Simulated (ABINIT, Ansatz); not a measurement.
## Zr (Zirconium): from the cell to the phonon bands

Aim: the phonon dispersion of Zr (Zirconium), checked by a second program.

Calculated with ABINIT 10.8.3; DFT PBE, scalar-relativistic, plane waves, PseudoDojo norm-conserving pseudopotentials.

This is a report of a sequence of runs, with most program output left out.

**1. The starting structure**

Symmetry: P6_3/mmc, No. 194, hexagonal system. The conventional cell has a = 3.232 Å, b = 3.232 Å, c = 5.147 Å, α = 90.00°, β = 90.00°, γ = 120.00°. Nearest to Zr lie 12 Zr at 3.18 to 3.23 Å.

**2. A first look**

A first run with smearing and empty bands tells whether the crystal has a gap, which decides between fixed occupations and smearing later on.

Input file probe.abi:

```
# ground state
tolvrs 1.0d-08
prtden 1
prtwf 1

# basis, mesh and filling
ecut 29.0
ngkpt 6 6 4
nshiftk 1
shiftk 0.0 0.0 0.0
istwfk *1
occopt 7
tsmear 0.005
nband 19
nstep 100
diemac 9.0
prtebands 0
prtgsr 0

# cell and atoms
acell 6.107594835 6.107594835 9.726420363
rprim 
    1.0 0.0 0.0
    -0.5 0.8660254038 0.0
    0.0 0.0 1.0
ntypat 1
znucl 40
natom 2
typat 1 1
xred 
    1/3 2/3 0.25
    2/3 1/3 0.75
pp_dirpath "./pseudo"
pseudos "Zr.upf"
```

Command:

```
> OMP_NUM_THREADS=1 mpirun -n 16 abinit probe.abi > probe.log
```

Run time: 4.2 s. Hardware: 16 MPI ranks of Arm Neoverse V1, shared host; 64 s of CPU time.

This step gave:

```
volume per atom   : 23.28 Å³
pressure          : -0.1234 GPa
gap on the k-mesh : 0 eV
```

No gap opens on this mesh, so smearing is kept; the printed pressure holds the stress of the finite basis too.

**3. Relaxing the cell and atoms**

The harmonic expansion needs vanishing forces, and a free crystal bears no stress, so cell and atoms are brought to rest. Stress is more sensitive to the basis than forces are: the last 3 Ha under the cutoff are smoothed with ecutsm, and the cutoff is raised above that of the later runs.

Input file relax.abi:

```
# relaxation
ionmov 2
optcell 2
dilatmx 1.08
ntime 40
tolmxf 1.0d-05
tolvrs 1.0d-14
prtwf 0
prtden 0
chksymtnons 0

# basis, mesh and filling
ecut 36.0
ecutsm 3.0
ngkpt 15 15 8
nshiftk 1
shiftk 0.0 0.0 0.0
istwfk *1
occopt 7
tsmear 0.01
nband 19
nstep 100
diemac 1000000.0
prtebands 0
prtgsr 0

# cell and atoms
acell 6.107594835 6.107594835 9.726420363
rprim 
    1.0 0.0 0.0
    -0.5 0.8660254038 0.0
    0.0 0.0 1.0
ntypat 1
znucl 40
natom 2
typat 1 1
xred 
    1/3 2/3 0.25
    2/3 1/3 0.75
pp_dirpath "./pseudo"
pseudos "Zr.upf"
```

Command:

```
> OMP_NUM_THREADS=1 mpirun -n 16 abinit relax.abi > relax.log
```

Wall time 2.2 min (16 MPI ranks).

Relaxation path:

| step | energy less that of the first step (eV) | largest force (eV/Å) | volume (Å³) |
| --- | --- | --- | --- |
| 1 | 0.0000 | 0.0000 | 46.56 |
| 2 | -0.0004 | 0.0000 | 46.65 |
| 3 | -0.0009 | 0.0000 | 46.90 |
| 4 | -0.0009 | 0.0000 | 46.90 |
| 5 | -0.0010 | 0.0000 | 46.87 |
| 6 | -0.0010 | 0.0000 | 46.85 |
| 7 | -0.0010 | 0.0000 | 46.85 |

| conventional cell, symmetrised | before | after | change |
| --- | --- | --- | --- |
| a (Å) | 3.232 | 3.231 | -0.0 % |
| b (Å) | 3.232 | 3.231 | -0.0 % |
| c (Å) | 5.147 | 5.182 | +0.7 % |
| volume (Å³/atom) | 23.28 | 23.42 | +0.6 % |

Final coordinates:

```xyz
2
Lattice="3.2310 0.0000 0.0000 -1.6155 2.7981 0.0000 0.0000 0.0000 5.1818" Properties=species:S:1:pos:R:3 pbc="T T T"
Zr    0.0000    1.8654    1.2954
Zr    1.6155    0.9327    3.8863
```

This step gave:

```yaml
volume_per_atom: 23.42 Å³
pressure: -2.55e-4 GPa
```

The volume changes by +0.6 % in this run and stands +0.6 % from the first cell.

**4. Self-consistent run for the response**

First-order wavefunctions inherit every error of the ground state, hence the very tight tolvrs. Smearing stays on, as the first look found no gap above 0.3 eV.

Input file gs.abi:

```
# ground state
tolvrs 1.0d-16
prtden 1
prtwf 1

# basis, mesh and filling
ecut 29.0
ngkpt 15 15 8
nshiftk 1
shiftk 0.0 0.0 0.0
istwfk *1
occopt 7
tsmear 0.01
nband 19
nstep 100
diemac 1000000.0
prtebands 0
prtgsr 0

# cell and atoms
acell 6.105669097 6.105669097 9.79216637
rprim 
    1.0 0.0 0.0
    -0.5 0.8660254038 0.0
    0.0 0.0 1.0
ntypat 1
znucl 40
natom 2
typat 1 1
xred 
    1/3 2/3 0.25
    2/3 1/3 0.75
pp_dirpath "./pseudo"
pseudos "Zr.upf"
```

Command:

```
> OMP_NUM_THREADS=1 mpirun -n 16 abinit gs.abi > gs.log
```

Wall time 16 s (16 MPI ranks).

Numbers from this step:

```
pressure : -0.4568 GPa
```

The cell stands at -0.46 GPa: the relaxation ran with a smoothed and higher cutoff, and the difference is a stress of the finite basis.

**5. Linear response at Γ**

At q = 0 one unit cell holds all displacements. The response is solved for single atoms along the cell's directions, and symmetry skips those that follow from others. The crystal is treated as a metal, which screens a static field, so no field response is asked.

Input file dfpt_gamma.abi:

```

# common to the responses
getwfk_filepath "gso_WFK"
kptopt 2
nqpt 1
qpt 0.0 0.0 0.0
asr 0
chneut 0

# displacements
rfphon 1
rfatpol 1 2
rfdir 1 1 1
tolvrs 1.0d-10
prtwf 0
prtpot 1

# basis, mesh and filling
ecut 29.0
ngkpt 15 15 8
nshiftk 1
shiftk 0.0 0.0 0.0
istwfk *1
occopt 7
tsmear 0.01
nband 19
nstep 100
diemac 1000000.0
prtebands 0
prtgsr 0

# cell and atoms
acell 6.105669097 6.105669097 9.79216637
rprim 
    1.0 0.0 0.0
    -0.5 0.8660254038 0.0
    0.0 0.0 1.0
ntypat 1
znucl 40
natom 2
typat 1 1
xred 
    1/3 2/3 0.25
    2/3 1/3 0.75
pp_dirpath "./pseudo"
pseudos "Zr.upf"
```

Command:

```
> OMP_NUM_THREADS=1 mpirun -n 16 abinit dfpt_gamma.abi > dfpt_gamma.log
```

It took 76 s on 16 MPI ranks; 20 min of CPU time.

Read from the output:

```yaml
largest_acoustic_frequency_at_the_zone_centre_before_the_sum_rule: -4.66 cm⁻¹
highest_optical_zone_centre_mode_no_lo_to_term: 154.3 cm⁻¹
lowest_optical_zone_centre_mode: 69.3 cm⁻¹
```

The acoustic modes at Γ come out as far as 4.7 cm⁻¹ from zero, where they should vanish, a small numerical error.

**6. Linear response on the mesh**

Linear response treats each wavevector of the 3×3×2 mesh in the unit cell; the first-order potentials are kept for the electron-phonon matrix elements.

Input file dfpt_q.abi:

```
ndtset 5

# wavevectors
qpt1 0.3333333333 0.0 0.0
qpt2 0.3333333333 0.3333333333 0.0
qpt3 0.0 0.0 0.5
qpt4 0.3333333333 0.0 0.5
qpt5 0.3333333333 0.3333333333 0.5

# displacements
getwfk_filepath "gso_WFK"
getwfq_filepath "gso_WFK"
kptopt 3
nqpt 1
rfphon 1
rfatpol 1 2
rfdir 1 1 1
tolvrs 1.0d-10
prtwf 0
prtpot 1

# basis, mesh and filling
ecut 29.0
ngkpt 15 15 8
nshiftk 1
shiftk 0.0 0.0 0.0
istwfk *1
occopt 7
tsmear 0.01
nband 19
nstep 100
diemac 1000000.0
prtebands 0
prtgsr 0

# cell and atoms
acell 6.105669097 6.105669097 9.79216637
rprim 
    1.0 0.0 0.0
    -0.5 0.8660254038 0.0
    0.0 0.0 1.0
ntypat 1
znucl 40
natom 2
typat 1 1
xred 
    1/3 2/3 0.25
    2/3 1/3 0.75
pp_dirpath "./pseudo"
pseudos "Zr.upf"
```

Command:

```
> OMP_NUM_THREADS=1 mpirun -n 16 abinit dfpt_q.abi > dfpt_q.log
```

Wall time 30 min (16 MPI ranks); 8.1 h of CPU time.

Read from the output:

| Item | Value |
| --- | --- |
| lowest mode on the q mesh (acoustic ones at the zone centre apart) | 50.33 cm⁻¹ |

Frequencies (cm⁻¹) before the sum rule at the irreducible wavevectors but Γ, which is solved apart; negative means imaginary. Frequencies by wavevector:

| q (fractions) | star | mode 1 | mode 2 | mode 3 | mode 4 | mode 5 | mode 6 |
| --- | --- | --- | --- | --- | --- | --- | --- |
| 0.3333 0 0 | 6 | 60.15 | 68.57 | 138.2 | 141.9 | 156.3 | 159.5 |
| 0.3333 0.3333 0 | 2 | 120.8 | 120.8 | 136.8 | 136.8 | 143.3 | 195.1 |
| 0 0 0.5 | 1 | 50.33 | 50.33 | 50.33 | 50.33 | 132.4 | 132.4 |
| 0.3333 0 0.5 | 6 | 104.2 | 104.2 | 110.6 | 110.6 | 166.4 | 166.4 |
| 0.3333 0.3333 0.5 | 2 | 68.34 | 68.34 | 167.4 | 167.4 | 173.2 | 173.2 |

**7. Dispersion**

anaddb transforms the dynamical matrices to force constants and back along the path; points of the mesh come back as solved, but for the sum rule and, in polar crystals, the LO-TO term at Γ; the rest is interpolation.

Input file anaddb.abi:

```
ddb_filepath "all_DDB"
output_file "anaddb.abo"
outdata_prefix "anaddb"
ifcflag 1
ngqpt 3 3 2
nqshft 1
q1shft 0.0 0.0 0.0
asr 1
chneut 0
dipdip 0
dipquad 0
quadquad 0
enunit 0
eivec 0
nph1l 93
qph1l 
    0.0 0.0 0.0 1.0
    0.05 0.0 0.0 1.0
    0.1 0.0 0.0 1.0
    0.15 0.0 0.0 1.0
    0.2 0.0 0.0 1.0
    0.25 0.0 0.0 1.0
    0.3 0.0 0.0 1.0
    0.35 0.0 0.0 1.0
    0.4 0.0 0.0 1.0
    0.45 0.0 0.0 1.0
    0.5 0.0 0.0 1.0
    0.48333333 0.03333333 0.0 1.0
    0.46666667 0.06666667 0.0 1.0
    0.45 0.1 0.0 1.0
    0.43333333 0.13333333 0.0 1.0
    0.41666667 0.16666667 0.0 1.0
    0.4 0.2 0.0 1.0
    0.38333333 0.23333333 0.0 1.0
    0.36666667 0.26666667 0.0 1.0
    0.35 0.3 0.0 1.0
    0.33333333 0.33333333 0.0 1.0
    0.3 0.3 0.0 1.0
    0.26666667 0.26666667 0.0 1.0
    0.23333333 0.23333333 0.0 1.0
    0.2 0.2 0.0 1.0
    0.16666667 0.16666667 0.0 1.0
    0.13333333 0.13333333 0.0 1.0
    0.1 0.1 0.0 1.0
    0.06666667 0.06666667 0.0 1.0
    0.03333333 0.03333333 0.0 1.0
    0.0 0.0 0.0 1.0
    0.0 0.0 0.05 1.0
    0.0 0.0 0.1 1.0
    0.0 0.0 0.15 1.0
    0.0 0.0 0.2 1.0
    0.0 0.0 0.25 1.0
    0.0 0.0 0.3 1.0
    0.0 0.0 0.35 1.0
    0.0 0.0 0.4 1.0
    0.0 0.0 0.45 1.0
    0.0 0.0 0.5 1.0
    0.05 0.0 0.5 1.0
    0.1 0.0 0.5 1.0
    0.15 0.0 0.5 1.0
    0.2 0.0 0.5 1.0
    0.25 0.0 0.5 1.0
    0.3 0.0 0.5 1.0
    0.35 0.0 0.5 1.0
    0.4 0.0 0.5 1.0
    0.45 0.0 0.5 1.0
    0.5 0.0 0.5 1.0
    0.48333333 0.03333333 0.5 1.0
    0.46666667 0.06666667 0.5 1.0
    0.45 0.1 0.5 1.0
    0.43333333 0.13333333 0.5 1.0
    0.41666667 0.16666667 0.5 1.0
    0.4 0.2 0.5 1.0
    0.38333333 0.23333333 0.5 1.0
    0.36666667 0.26666667 0.5 1.0
    0.35 0.3 0.5 1.0
    0.33333333 0.33333333 0.5 1.0
    0.3 0.3 0.5 1.0
    0.26666667 0.26666667 0.5 1.0
    0.23333333 0.23333333 0.5 1.0
    0.2 0.2 0.5 1.0
    0.16666667 0.16666667 0.5 1.0
    0.13333333 0.13333333 0.5 1.0
    0.1 0.1 0.5 1.0
    0.06666667 0.06666667 0.5 1.0
    0.03333333 0.03333333 0.5 1.0
    0.0 0.0 0.5 1.0
    0.5 0.0 0.5 1.0
    0.5 0.0 0.45 1.0
    0.5 0.0 0.4 1.0
    0.5 0.0 0.35 1.0
    0.5 0.0 0.3 1.0
    0.5 0.0 0.25 1.0
    0.5 0.0 0.2 1.0
    0.5 0.0 0.15 1.0
    0.5 0.0 0.1 1.0
    0.5 0.0 0.05 1.0
    0.5 0.0 0.0 1.0
    0.33333333 0.33333333 0.5 1.0
    0.33333333 0.33333333 0.45 1.0
    0.33333333 0.33333333 0.4 1.0
    0.33333333 0.33333333 0.35 1.0
    0.33333333 0.33333333 0.3 1.0
    0.33333333 0.33333333 0.25 1.0
    0.33333333 0.33333333 0.2 1.0
    0.33333333 0.33333333 0.15 1.0
    0.33333333 0.33333333 0.1 1.0
    0.33333333 0.33333333 0.05 1.0
    0.33333333 0.33333333 0.0 1.0
```

Input file mrgddb.in:

```
all_DDB
merged
6
dfpt_gammao_DDB
dfpt_qo_DS1_DDB
dfpt_qo_DS2_DDB
dfpt_qo_DS3_DDB
dfpt_qo_DS4_DDB
dfpt_qo_DS5_DDB
```

Command:

```
> mrgddb < mrgddb.in > mrgddb.log
> OMP_NUM_THREADS=1 anaddb anaddb.abi > anaddb.log
```

Elapsed: 0.53 s, on 1 thread.

This step gave:

- lowest frequency on the path: 0 cm⁻¹

Anaddb. The phonon branches at the labelled points (cm⁻¹):

| point | branch 1 | branch 2 | branch 3 | branch 4 | branch 5 | branch 6 |
| --- | --- | --- | --- | --- | --- | --- |
| Γ | 0 | 0 | 0 | 69 | 69 | 154 |
| halfway | 51 | 52 | 114 | 119 | 138 | 158 |
| M | 66 | 89 | 149 | 155 | 169 | 174 |
| halfway | 96 | 98 | 142 | 144 | 164 | 185 |
| K | 121 | 121 | 137 | 137 | 143 | 195 |
| halfway | 60 | 77 | 104 | 144 | 145 | 157 |
| Γ | 0 | 0 | 0 | 69 | 69 | 154 |
| halfway | 28 | 28 | 64 | 64 | 80 | 152 |
| A | 50 | 50 | 50 | 50 | 132 | 132 |
| halfway | 90 | 90 | 100 | 100 | 154 | 154 |
| L | 116 | 116 | 117 | 117 | 180 | 180 |
| halfway | 83 | 83 | 149 | 149 | 178 | 178 |
| H | 68 | 68 | 167 | 167 | 173 | 173 |
| halfway | 82 | 82 | 120 | 120 | 158 | 158 |
| A | 50 | 50 | 50 | 50 | 132 | 132 |
| jump to L | 116 | 116 | 117 | 117 | 180 | 180 |
| halfway | 83 | 104 | 135 | 144 | 173 | 178 |
| M | 66 | 89 | 149 | 155 | 169 | 174 |
| jump to H | 68 | 68 | 167 | 167 | 173 | 173 |
| halfway | 92 | 92 | 150 | 160 | 160 | 187 |
| K | 121 | 121 | 137 | 137 | 143 | 195 |

All branches are real along the path.

**8. Sums over the zone**

Sums over the zone need many more wavevectors than were solved, so the interpolation is sampled on a dense mesh.

Input file anaddb.abi:

```
ddb_filepath "all_DDB"
output_file "anaddb.abo"
outdata_prefix "anaddb"
ifcflag 1
ngqpt 3 3 2
nqshft 1
q1shft 0.0 0.0 0.0
asr 1
chneut 0
dipdip 0
dipquad 0
quadquad 0
prtdos 2
ng2qpt 16 16 9
dosdeltae 4.5563e-06
ntemper 11
temperinc 100.0
tempermin 0.0
```

Command:

```
> OMP_NUM_THREADS=1 anaddb anaddb.abi > anaddb.log
```

Elapsed: 0.59 s, on 1 thread.

Numbers from this step:

| Property | Result |
| --- | --- |
| share of modes beyond 3i cm⁻¹ on the dense interpolated mesh | 0 |
| zero-point energy per atom | 22.68 meV |
| heat capacity at 300 K | 24.18 J/(mol atoms K) |
| vibrational entropy at 300 K | 40.26 J/(mol atoms K) |

The phonon density of states has structure finer than the step of the table below, so its rows give means over 10 cm⁻¹, whole bins alone (the curve runs from -30 to 225 cm⁻¹). Peaks (cm⁻¹: height): 78.0: 0.0767, 151.0: 0.0626, 159.0: 0.0712.

Tetrahedra. Table of phonon density of states by wavenumber; means over each step:

wavenumber (cm⁻¹), phonon density of states (1/cm⁻¹/cell) and a bar:
```
      -10     0.0000 
        0     0.0000 
       10     0.0003 
       20     0.0013 #
       30     0.0033 ##
       40     0.0064 ###
       50     0.0109 #####
       60     0.0180 #########
       70     0.0346 #################
       80     0.0620 ##############################
       90     0.0485 #######################
      100     0.0408 ####################
      110     0.0331 ################
      120     0.0336 ################
      130     0.0476 #######################
      140     0.0446 ######################
      150     0.0539 ##########################
      160     0.0613 ##############################
      170     0.0600 #############################
      180     0.0343 #################
      190     0.0045 ##
      200     0.0000
```

Harmonic thermodynamic functions per atom, summed over the density of states scaled to three modes an atom; melting is ignored. Thermodynamic functions:

| T (K) | F_vib (meV/atom) | S (J/mol-atom/K) | C_V (J/mol-atom/K) |
| --- | --- | --- | --- |
| 0 | 22.68 | 0 | 0 |
| 50 | 21.9 | 5.145 | 10.48 |
| 100 | 16.46 | 15.64 | 19.2 |
| 200 | -8.16 | 30.61 | 23.27 |
| 300 | -45.2 | 40.26 | 24.18 |
| 400 | -90.71 | 47.26 | 24.51 |
| 500 | -142.7 | 52.75 | 24.66 |
| 600 | -199.7 | 57.26 | 24.75 |
| 700 | -261.1 | 61.08 | 24.8 |
| 800 | -326.1 | 64.39 | 24.83 |
| 900 | -394.4 | 67.32 | 24.86 |
| 1000 | -465.6 | 69.94 | 24.87 |

At 300 K the heat capacity has reached 97 % of the Dulong-Petit value.

**9. The same in Ansatz**

A second program on the same cell, potentials, cutoff and meshes tests the implementation of the phonon response, not its convergence.

This step: DFT PBE, scalar-relativistic, plane waves, PseudoDojo norm-conserving pseudopotentials (Ansatz 0.2.0).

Input file input.yaml:

```yaml
crystal:
  lattice:
    - [3.2309809435, 0.0, 0.0]
    - [-1.6154904718, 2.7981115762, 0.0]
    - [0.0, 0.0, 5.1817912883]
  atoms:
    - { symbol: Zr, position: [0.3333333333, 0.6666666667, 0.25] }
    - { symbol: Zr, position: [0.6666666667, 0.3333333333, 0.75] }
kpoints:
  mp_grid: { grid: [15, 15, 8] }
hamiltonian:
  xc: pbe
  pseudopotentials: { kind: nc, accuracy: standard }
scf:
  occupations: { method: gaussian, width: 0.27211 }
output:
  eigenvalues: true
basis:
  ecutwfc: 789.13
phonons:
  method: dfpt
  qmesh: [3, 3, 2]
  temperatures: { t_max: 1000, t_step: 50 }
  qpath:
    path:
      - [[0.0, 0.0, 0.0], [0.5, 0.0, 0.0], [0.33333333, 0.33333333, 0.0], [0.0, 0.0, 0.0], [0.0, 0.0, 0.5], [0.5, 0.0, 0.5], [0.33333333, 0.33333333, 0.5], [0.0, 0.0, 0.5]]
      - [[0.5, 0.0, 0.5], [0.5, 0.0, 0.0]]
      - [[0.33333333, 0.33333333, 0.5], [0.33333333, 0.33333333, 0.0]]
    npoints: 10
  electrical_resistivity: { temperatures: [77, 300], mesh: [30, 30, 16] }
```

Command:

```
> ansatz run input.yaml --threads 16 --pin off --max-ram 32768MiB --backend cpu --events-out ev --progress --plain --runs-dir out
```

The job ended after 4.5 min (16 threads; peak memory 3.1 GiB).

Read from the output:

```
sum-rule residual before enforcement                               : 4.00e-5 eV/Å²
mean frequency                                                     : 122 cm⁻¹
Debye temperature (second moment)                                  : 238 K
logarithmic mean frequency                                         : 114.6 cm⁻¹
lowest optical zone-centre mode                                    : 69.18 cm⁻¹
lowest mode on the q mesh (acoustic ones at the zone centre apart) : 50.21 cm⁻¹
zero-point energy per atom                                         : 22.69 meV
vibrational entropy at 300 K                                       : 40.27 J/(mol atoms K)
```

**10. The two compared: ABINIT PseudoDojo and Ansatz, PseudoDojo**

Worked out from the results:

* root-mean-square difference: 0.07 cm⁻¹
* largest difference: 0.13 cm⁻¹
* root-mean-square difference on the path: 0.1 cm⁻¹
* largest difference on the path: 0.1 cm⁻¹

The 12 of 33 modes that differ most. Frequencies side by side:

| q (reciprocal lattice) | mode | ABINIT PseudoDojo (cm⁻¹) | Ansatz, PseudoDojo (cm⁻¹) |
| --- | --- | --- | --- |
| 0 0 0 | 4 | 69.3 | 69.18 |
| 0 0 0 | 5 | 69.3 | 69.18 |
| 0 0 0 | 6 | 154.3 | 154.3 |
| 0.3333 0 0 | 1 | 60.15 | 60.02 |
| 0.3333 0 0 | 2 | 68.57 | 68.66 |
| 0.3333 0.3333 0 | 1 | 120.8 | 120.9 |
| 0 0 0.5 | 1 | 50.33 | 50.21 |
| 0 0 0.5 | 2 | 50.33 | 50.21 |
| 0 0 0.5 | 3 | 50.33 | 50.21 |
| 0 0 0.5 | 4 | 50.33 | 50.21 |
| 0 0 0.5 | 5 | 132.4 | 132.5 |
| 0 0 0.5 | 6 | 132.4 | 132.5 |

The interpolated bands of the two lie on top of each other.

At the solved wavevectors the largest difference (acoustic modes at Γ apart) is 0.07 % of the highest mode.

**11. What came out**

```
space group after relaxation                                       : P6_3/mmc
volume per atom                                                    : 23.4 Å³
highest optical zone-centre mode (no LO-TO term)                   : 154.3 cm⁻¹
lowest optical zone-centre mode                                    : 69.3 cm⁻¹
q mesh                                                             : 3×3×2
lowest mode on the q mesh (acoustic ones at the zone centre apart) : 50.3 cm⁻¹
zero-point energy per atom                                         : 22.7 meV
heat capacity at 300 K                                             : 24.2 J/(mol atoms K)
vibrational entropy at 300 K                                       : 40.3 J/(mol atoms K)
imaginary modes on the q mesh                                      : none
largest difference from Ansatz, PseudoDojo                         : 0.13 cm⁻¹
```

Zr (Zirconium) is dynamically stable on the 3×3×2 mesh; its spectrum reaches 195 cm⁻¹. At the PBE level the optical modes of Zr (Zirconium) at the zone centre run from 69 to 154 cm⁻¹. Along axes with an odd number of divisions the mesh misses the zone-boundary points at one half, where instabilities often lie; those are only interpolated. The base run prints -0.46 GPa, mostly the error of a finite basis; the relaxation, with a smoothed and higher cutoff, had brought the cell to rest. ABINIT PseudoDojo and Ansatz, PseudoDojo agree to 0.13 cm⁻¹ (0.07 % of the highest mode compared) on all solved modes but the acoustic ones at Γ. These are harmonic frequencies at zero temperature: anharmonic shifts and linewidths and thermal expansion are left out. In a metal the frequencies hang on the k mesh and the smearing, most of all near Kohn anomalies. Ansatz warns that the cutoff lies 12 % under the one recommended for these files; agreement at one cutoff is not convergence. Electron-phonon sums were run after this but are left out, since no second program bore their λ out within 30 %; a λ that a log prints is not taken as a result.

[Host names and launcher messages were left out of these logs when they were recorded.]

[Logs are printed without paths, hosts, clocks, repeated set-up lines and the standing remarks that a program may print on its own settings, such as how far it seeks lower states.]

[Hosts, paths, dates, database ids (printed as entryN), source tags and the programs' standing remarks are cut or masked in the printed files.]
